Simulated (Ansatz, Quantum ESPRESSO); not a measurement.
# Ba2C (Fm-3m): zone-centre phonons

Aim: the zone-centre modes of Ba2C (Fm-3m).

Program: Quantum ESPRESSO 8.0 development, patched. Level of theory: DFT LDA, scalar-relativistic, plane waves, PseudoDojo norm-conserving pseudopotentials. Results are calculated unless marked as measured.

The structure was built from a prototype and need not be the compound's stable phase.

**1. Set-up**

It takes space group Fm-3m (No. 225, cubic). Conventional cell: a = 7.825 Å, b = 7.825 Å, c = 7.825 Å, α = 90.00°, β = 90.00°, γ = 90.00°. Nearest to Ba lie 4 C at 3.39 Å. C has 8 Ba at 3.39 Å nearest. Farther neighbours are not listed.

As a file:

```cif
data_structure
_symmetry_space_group_name_H-M 'Fm-3m'
_symmetry_Int_Tables_number 225
_cell_length_a 7.8250
_cell_length_b 7.8250
_cell_length_c 7.8250
_cell_angle_alpha 90.000
_cell_angle_beta 90.000
_cell_angle_gamma 90.000
_cell_volume 479.14
loop_
_atom_site_label
_atom_site_type_symbol
_atom_site_symmetry_multiplicity
_atom_site_Wyckoff_symbol
_atom_site_fract_x
_atom_site_fract_y
_atom_site_fract_z
_atom_site_occupancy
Ba1 Ba 8 c 0.75000 0.25000 0.75000 1
C1 C 4 a 0.00000 0.00000 0.00000 1
```

**2. A probe with smearing**

A cheap run with smearing and empty bands tells whether the crystal has a gap, which decides between fixed occupations and smearing later on.

probe.in reads:

```
 &control
    calculation='scf',
    prefix='x',
    outdir='./tmp',
    pseudo_dir='./pseudo',
    tprnfor=.true.,
    tstress=.true.,
    verbosity='high',
 /
 &system
    ibrav=2,
    celldm(1)=14.78718251,
    nat=3,
    ntyp=2,
    ecutwfc=74.0,
    occupations='smearing',
    smearing='gaussian',
    degauss=0.01,
 /
 &electrons
    conv_thr=1.0d-07,
    mixing_beta=0.7,
    electron_maxstep=100,
 /
ATOMIC_SPECIES
 Ba    137.3270  Ba.upf
 C      12.0110  C.upf
ATOMIC_POSITIONS crystal
 Ba     0.750000000   0.750000000   0.750000000
 Ba     0.250000000   0.250000000   0.250000000
 C      0.000000000   0.000000000   0.000000000
K_POINTS automatic
 4 4 4 0 0 0
```

On the command line:

```
OMP_NUM_THREADS=1 mpirun -n 4 pw.x -nk 4 -in probe.in > probe.out
```

Output:

```text
[banners, grids, parts of the stress and lines that vanish by symmetry left out]
Program PWSCF v.8.0dev
     bravais-lattice index     =            2
     lattice parameter (alat)  =      14.7872  a.u.
[...]
kinetic-energy cutoff     =      74.0000  Ry
     charge density cutoff     =     296.0000  Ry
     scf convergence threshold =      1.0E-07
[...]
Exchange-correlation= SLA-PW-NOGX-NOGC
                           (   1   4   0   0   0   0   0)
[...]
48 Sym. Ops., with inversion, found
[...]
(     0          1          0      )
                  (     0          0          1      )
[...]
(  0.0000000  1.0000000  0.0000000 )
                  (  0.0000000  0.0000000  1.0000000 )
[...]
(     1          0         -1      )
                  (     0          0         -1      )
[...]
( -1.0000000  0.0000000  0.0000000 )
                  (  0.0000000  1.0000000  0.0000000 )
[...]
number of k points=     8  Gaussian smearing, width (Ry)=  0.0100
[...]
c_bands: 1 eigenvalues not converged on the other pools
[...]
End of self-consistent calculation
[...]
the Fermi energy is     6.2178 ev
!    total energy              =    -124.51385075 Ry
[...]
convergence has been achieved in  18 iterations
[...]
atom    1 type  1   force =     0.00000000   -0.00000000    0.00000000
     atom    2 type  1   force =    -0.00000000    0.00000000   -0.00000000
     atom    3 type  2   force =    -0.00000000   -0.00000000   -0.00000000
[...]
Total force =     0.000000     Total SCF correction =     0.000000
[...]
total   stress  (Ry/bohr**3)                   (kbar)     P=      -71.92
[...]
XML data file, charge density, pseudopotentials, collected wavefunctions

   JOB DONE.
```

It took 8.5 s on 4 MPI ranks of Arm Neoverse V2, shared host.

This step gave:

| Quantity | Value |
| --- | --- |
| volume per atom | 39.93 Å³ |
| pressure | -7.192 GPa |
| gap on the k-mesh | 0 eV |

No gap opens on this mesh, so smearing is kept; the start stands at -7.2 GPa.

**3. Relaxation**

Frequencies change by per cents with a per cent of volume, so the structure is first brought to rest at this level of theory.

relax.in reads:

```
 &control
    calculation='vc-relax',
    prefix='x',
    outdir='./tmp',
    pseudo_dir='./pseudo',
    tprnfor=.true.,
    tstress=.true.,
    forc_conv_thr=2.0d-05,
    etot_conv_thr=1.0d-07,
    nstep=40,
 /
 &system
    ibrav=2,
    celldm(1)=14.78718251,
    nat=3,
    ntyp=2,
    ecutwfc=74.0,
    occupations='smearing',
    smearing='mv',
    degauss=0.02,
 /
 &electrons
    conv_thr=1.0d-11,
    mixing_beta=0.7,
    electron_maxstep=100,
 /
 &ions
 /
 &cell
    press_conv_thr=0.2,
 /
ATOMIC_SPECIES
 Ba    137.3270  Ba.upf
 C      12.0110  C.upf
ATOMIC_POSITIONS crystal
 Ba     0.750000000   0.750000000   0.750000000
 Ba     0.250000000   0.250000000   0.250000000
 C      0.000000000   0.000000000   0.000000000
K_POINTS automatic
 8 8 8 0 0 0
```

On the command line:

```
OMP_NUM_THREADS=1 mpirun -n 4 pw.x -nk 4 -in relax.in > relax.out
```

Output:

```text
[banners, grids, parts of the stress and lines that vanish by symmetry left out]
[banner, memory and clock lines left out]
Program PWSCF v.8.0dev

[...]
kinetic-energy cutoff     =      74.0000  Ry
     charge density cutoff     =     296.0000  Ry
     scf convergence threshold =      1.0E-11
[...]
energy convergence thresh.=      1.0E-07
     force convergence thresh. =      2.0E-05
     press convergence thresh. =      2.0E-01
     Exchange-correlation= SLA-PW-NOGX-NOGC
                           (   1   4   0   0   0   0   0)
[...]
48 Sym. Ops., with inversion, found
[...]
number of k points=    29  Marzari-Vanderbilt smearing, width (Ry)=  0.0200
[...]
c_bands: 1 eigenvalues not converged on the other pools
[...]
End of self-consistent calculation
[...]
the Fermi energy is     6.1839 ev
!    total energy              =    -124.51001161 Ry
[...]
convergence has been achieved in  28 iterations
[...]
atom    1 type  1   force =     0.00000000    0.00000000    0.00000000
     atom    2 type  1   force =     0.00000000    0.00000000    0.00000000
     atom    3 type  2   force =     0.00000000   -0.00000000    0.00000000
     Total force =     0.000000     Total SCF correction =     0.000000
[...]
total   stress  (Ry/bohr**3)                   (kbar)     P=      -72.02
[...]
number of bfgs steps    =   0
[...]
CELL_PARAMETERS (alat= 14.78718251)
[...]
ATOMIC_POSITIONS (crystal)
Ba               0.7500000000        0.7500000000        0.7500000000
Ba               0.2500000000        0.2500000000        0.2500000000
C                0.0000000000       -0.0000000000       -0.0000000000
[...]
New effective cutoffs (rho, wfc):  302.74   75.84
[...]
End of self-consistent calculation
[...]
the Fermi energy is     6.4901 ev
!    total energy              =    -124.52427965 Ry
[...]
convergence has been achieved in  14 iterations
[...]
atom    1 type  1   force =    -0.00000000    0.00000000   -0.00000000
     atom    2 type  1   force =    -0.00000000   -0.00000000    0.00000000
     atom    3 type  2   force =     0.00000000   -0.00000000    0.00000000
     Total force =     0.000000     Total SCF correction =     0.000000
[...]
total   stress  (Ry/bohr**3)                   (kbar)     P=      -71.04
[...]
number of bfgs steps    =   1
[...]
WARNING: bfgs curvature condition failed, Theta= 0.831
[...]
CELL_PARAMETERS (alat= 14.78718251)
[...]
ATOMIC_POSITIONS (crystal)
Ba               0.7500000000        0.7500000000        0.7500000000
[...]
New effective cutoffs (rho, wfc):  314.32   78.74
[...]
End of self-consistent calculation
[...]
the Fermi energy is     6.9748 ev
!    total energy              =    -124.54451480 Ry
[...]
convergence has been achieved in  14 iterations
[...]
atom    1 type  1   force =     0.00000000    0.00000000    0.00000000
     atom    2 type  1   force =     0.00000000    0.00000000    0.00000000
     atom    3 type  2   force =     0.00000000    0.00000000   -0.00000000
     Total force =     0.000000     Total SCF correction =     0.000000
[...]
total   stress  (Ry/bohr**3)                   (kbar)     P=      -68.27
[...]
number of bfgs steps    =   2
[...]
Total force =     0.000000     Total SCF correction =     0.000000
[...]
total   stress  (Ry/bohr**3)                   (kbar)     P=       24.27
[...]
number of bfgs steps    =   5
[...]
the Fermi energy is    10.0981 ev
!    total energy              =    -124.60495934 Ry
[...]
convergence has been achieved in  11 iterations
[...]
Total force =     0.000000     Total SCF correction =     0.000000
[...]
total   stress  (Ry/bohr**3)                   (kbar)     P=       -3.23
[...]
number of bfgs steps    =   6
[...]
the Fermi energy is    10.1812 ev
!    total energy              =    -124.60500308 Ry
[...]
convergence has been achieved in   8 iterations
[...]
Total force =     0.000000     Total SCF correction =     0.000000
[...]
total   stress  (Ry/bohr**3)                   (kbar)     P=       -0.25
[...]
number of bfgs steps    =   7
[...]
New effective cutoffs (rho, wfc):  385.93   96.67
[...]
the Fermi energy is    10.1882 ev
!    total energy              =    -124.60500333 Ry
[...]
convergence has been achieved in   8 iterations
[...]
atom    2 type  1   force =     0.00000000    0.00000000    0.00000000
     atom    3 type  2   force =    -0.00000000   -0.00000000    0.00000000
     Total force =     0.000000     Total SCF correction =     0.000000
[...]
total   stress  (Ry/bohr**3)                   (kbar)     P=        0.00
[...]
number of bfgs steps    =   8
[...]
small trust_radius: resetting bfgs history
[...]
CELL_PARAMETERS (alat= 14.78718251)
[...]
ATOMIC_POSITIONS (crystal)
[...]
New effective cutoffs (rho, wfc):  385.93   96.67
[...]
End of self-consistent calculation
[...]
the Fermi energy is    10.1881 ev
!    total energy              =    -124.60500333 Ry
[...]
convergence has been achieved in   1 iterations
[...]
atom    1 type  1   force =     0.00000000   -0.00000000   -0.00000000
     atom    2 type  1   force =    -0.00000000   -0.00000000    0.00000000
     atom    3 type  2   force =    -0.00000000   -0.00000000    0.00000000
     Total force =     0.000000     Total SCF correction =     0.000000
[...]
total   stress  (Ry/bohr**3)                   (kbar)     P=        0.00
[...]
bfgs converged in  10 scf cycles and   9 bfgs steps
[...]
End of BFGS Geometry Optimization
     Final enthalpy           =    -124.6050033332 Ry
     File ./tmp/x.bfgs deleted, as requested
[...]
CELL_PARAMETERS (alat= 14.78718251)
[...]
ATOMIC_POSITIONS (crystal)
[...]
Ba               0.2500000000        0.2500000000        0.2500000000
C                0.0000000000       -0.0000000000       -0.0000000000
[...]
Final scf calculation at the relaxed structure.
[...]
kinetic-energy cutoff     =      74.0000  Ry
     charge density cutoff     =     296.0000  Ry
     scf convergence threshold =      1.0E-13
[...]
press convergence thresh. =      2.0E-01
     Exchange-correlation= SLA-PW-NOGX-NOGC
                           (   1   4   0   0   0   0   0)
[...]
48 Sym. Ops., with inversion, found
[...]
number of k points=    29  Marzari-Vanderbilt smearing, width (Ry)=  0.0200
[...]
End of self-consistent calculation
[...]
the Fermi energy is    10.1882 ev
!    total energy              =    -124.60471219 Ry
[...]
convergence has been achieved in  25 iterations
[...]
atom    1 type  1   force =    -0.00000000   -0.00000000    0.00000000
     atom    2 type  1   force =     0.00000000    0.00000000   -0.00000000
     atom    3 type  2   force =     0.00000000    0.00000000   -0.00000000
     Total force =     0.000000     Total SCF correction =     0.000000
[...]
total   stress  (Ry/bohr**3)                   (kbar)     P=       -0.78
[...]
XML data file, charge density, pseudopotentials, collected wavefunctions
```

Run time: 4.1 min. Hardware: 4 MPI ranks.

The steps of the relaxation:

```tsv
step	energy less that of the first step (eV)	largest force (eV/Å)	pressure (GPa)	volume (Å³)
1	0.0000	0.0000	-7.20	119.78
2	-0.1941	0.0000	-7.10	115.44
3	-0.4694	0.0000	-6.83	109.12
4	-0.8341	0.0000	-5.99	100.08
5	-1.2133	0.0000	-3.22	87.48
6	-1.2647	0.0000	2.43	76.39
7	-1.2918	0.0000	-0.32	80.79
8	-1.2924	0.0000	-0.03	80.25
9	-1.2924	0.0000	0.00	80.20
10	-1.2924	0.0000	0.00	80.20
11	-1.2885	0.0000	-0.08	80.20
```

```tsv
cell as run	before	after	change
a (Å)	5.533	4.841	-12.5 %
b (Å)	5.533	4.841	-12.5 %
c (Å)	5.533	4.841	-12.5 %
volume (Å³/atom)	39.93	26.73	-33.0 %
```

The relaxed structure:

```
CELL_PARAMETERS angstrom
-3.42286 0.00000 3.42286
0.00000 3.42286 3.42286
-3.42286 3.42286 0.00000
ATOMIC_POSITIONS crystal
Ba 0.75000 0.75000 0.75000
Ba 0.25000 0.25000 0.25000
C 0.00000 0.00000 0.00000
```

The last row of the table of steps is pw.x's closing run on a basis chosen anew for the final cell, so its energy can jump.

Read from the output:

| Property | Result |
| --- | --- |
| volume per atom | 26.73 Å³ |
| pressure | -0.078 GPa |

The volume changes by -33.0 % from the cell with which this run began.

**4. Self-consistent run for the response**

Perturbation theory inherits every error of the wavefunctions, so the threshold is set near the limit of the arithmetic. Smearing stays on, as the first look found no gap above 0.3 eV.

scf.in reads:

```
 &control
    calculation='scf',
    prefix='x',
    outdir='./tmp',
    pseudo_dir='./pseudo',
    tprnfor=.true.,
    tstress=.true.,
 /
 &system
    ibrav=2,
    celldm(1)=12.93653423,
    nat=3,
    ntyp=2,
    ecutwfc=74.0,
    occupations='smearing',
    smearing='mv',
    degauss=0.02,
 /
 &electrons
    conv_thr=1.0d-12,
    mixing_beta=0.7,
    electron_maxstep=100,
 /
ATOMIC_SPECIES
 Ba    137.3270  Ba.upf
 C      12.0110  C.upf
ATOMIC_POSITIONS crystal
 Ba     0.750000000   0.750000000   0.750000000
 Ba     0.250000000   0.250000000   0.250000000
 C      0.000000000   0.000000000   0.000000000
K_POINTS automatic
 8 8 8 0 0 0
```

On the command line:

```
OMP_NUM_THREADS=1 mpirun -n 4 pw.x -nk 4 -in scf.in > scf.out
```

Output:

```text
[banners, grids, parts of the stress and lines that vanish by symmetry left out]
[banner, memory and clock lines left out]
Program PWSCF v.8.0dev

[...]
kinetic-energy cutoff     =      74.0000  Ry
     charge density cutoff     =     296.0000  Ry
     scf convergence threshold =      1.0E-12
[...]
Exchange-correlation= SLA-PW-NOGX-NOGC
                           (   1   4   0   0   0   0   0)
[...]
48 Sym. Ops., with inversion, found
[...]
number of k points=    29  Marzari-Vanderbilt smearing, width (Ry)=  0.0200
[...]
End of self-consistent calculation
[...]
the Fermi energy is    10.1882 ev
!    total energy              =    -124.60471219 Ry
[...]
convergence has been achieved in  25 iterations
[...]
atom    1 type  1   force =     0.00000000    0.00000000    0.00000000
     atom    2 type  1   force =     0.00000000    0.00000000    0.00000000
     atom    3 type  2   force =     0.00000000    0.00000000    0.00000000
     Total force =     0.000000     Total SCF correction =     0.000000
[...]
total   stress  (Ry/bohr**3)                   (kbar)     P=       -0.78
[...]
XML data file, charge density, pseudopotentials, collected wavefunctions
```

The job ended after 34 s (4 MPI ranks; 2.3 min of CPU time).

The cell stands at -0.078 GPa, close enough for phonons.

(Continued in part 2 of 3.)

[Host names and launcher messages were left out of these logs when they were recorded.]

[Logs are printed without paths, hosts, clocks, repeated set-up lines and the standing remarks that a program may print on its own settings, such as how far it seeks lower states.]

[Hosts, paths, dates, database ids (printed as entryN), source tags and the programs' standing remarks are cut or masked in the printed files.]
